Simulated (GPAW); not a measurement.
Records of electronic-structure calculations.

## How the form of the self-energy moves the gap of Diamond (Fd-3m, 2 atoms a cell)

Symmetry: Fd-3m, No. 227, cubic system. Conventional cell: a = 3.567 Å, b = 3.567 Å, c = 3.567 Å, α = 90.00°, β = 90.00°, γ = 90.00°. Nearest to C lie 4 C at 1.54 Å.

```
method                                  : DFT, LDA, plane waves, PAW (and 3 further levels or steps)
program                                 : GPAW 26.7.0
settings of one run                     : cutoff 600 eV, GPAW PAW setups 1.2.1 data release, 8×8×8 k-mesh, nbands 178
cost                                    : 6 runs, 4.5 min in all on 8 MPI ranks of Intel Xeon 6975P-C (Granite Rapids), shared host (the runs of this entry)
notes                                   : The cell and positions come from the Crystallography Open Database and are kept as given unless a step says otherwise. Bands and cutoff are finite, so the gap is not at the basis limit. The miss can reach some tenths of an eV and take either sign; the mesh is an error of its own. The program warns of a poor linear fit in the extrapolation of some level, so the extrapolated values are rough.
G0W0, Godby-Needs plasmon pole          : 5.411 eV
one-shot HSE06                          : 5.303 eV
G0W0, extrapolated in the cutoff        : 5.508 eV
one-shot Hartree-Fock                   : 11.810 eV
G0W0, full frequency, Hilbert transform : 5.452 eV
known limits                            : not at the basis limit
```

One-shot HSE06: −0.109 eV against G0W0, Godby-Needs plasmon pole. G0W0, extrapolated in the cutoff: +0.096 eV against G0W0, Godby-Needs plasmon pole, at other bands or cutoff, so not like for like.

[Paths, hosts, dates, memory and timing lines, banners, echoed tables and standing remarks are left out of the program output.]

[Logs are printed without paths, hosts, clocks, repeated set-up lines and the standing remarks that a program may print on its own settings, such as how far it seeks lower states.]

[Runs of the session that timed out or met a known fault of the program may be left out.]

[Hosts, paths, dates, database ids (printed as entryN), source tags and the programs' standing remarks are cut or masked in the printed files.]
